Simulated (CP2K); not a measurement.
Consider carbonyl sulfide at its PBE geometry (Å).

```xyz
3

O     0.0000    0.0000   -1.3056
C     0.0000    0.0000   -0.1299
S     0.0000    0.0000    1.4356
```

Method: CP2K XAS_TDP, all-electron GAPW, PBEh(45%), aug-cc-pVTZ, TDA, GW2X-corrected core level, no relativity.

Q: Predict the bright core excitations at the C K edge.

Leading lines: C2 288.41 eV. The leading line of an atom is its first one with 35 % of the strongest within 2.5 eV of its lowest line over the strength cut. Core ionisation energies at this level: C2 295.59 eV.

The first six lines of each atom with a strength over 0.0015:

| atom | energy (eV) | states | strength, one atom | above the computed threshold |
| --- | --- | --- | --- | --- |
| C2 (bonded to O and S) | 288.41 | 2 | 0.1483 |  |
|  | 293.85 | 1 | 0.0094 |  |
|  | 295.11 | 2 | 0.0020 |  |
|  | 296.26 | 2 | 0.0041 | yes |
|  | 298.11 | 1 | 0.0052 | yes |
|  | 298.23 | 1 | 0.0040 | yes |

Lines are vertical, at one geometry, with no vibrational structure. GW2X ionisation energies and lines can be off by 1 to 2 eV either way, and a good line position may hide errors that cancel. These values hold no scalar relativity, about 0.1 eV for C 1s. Rydberg lines, and the discretised continuum above threshold, depend on the basis and the box.

[Banner, clock and machine lines of the logs are left out without a mark of their own.]

[Logs are printed without paths, hosts, clocks, repeated set-up lines and the standing remarks that a program may print on its own settings, such as how far it seeks lower states.]

[Hosts, paths, dates, database ids (printed as entryN), source tags and the programs' standing remarks are cut or masked in the printed files.]
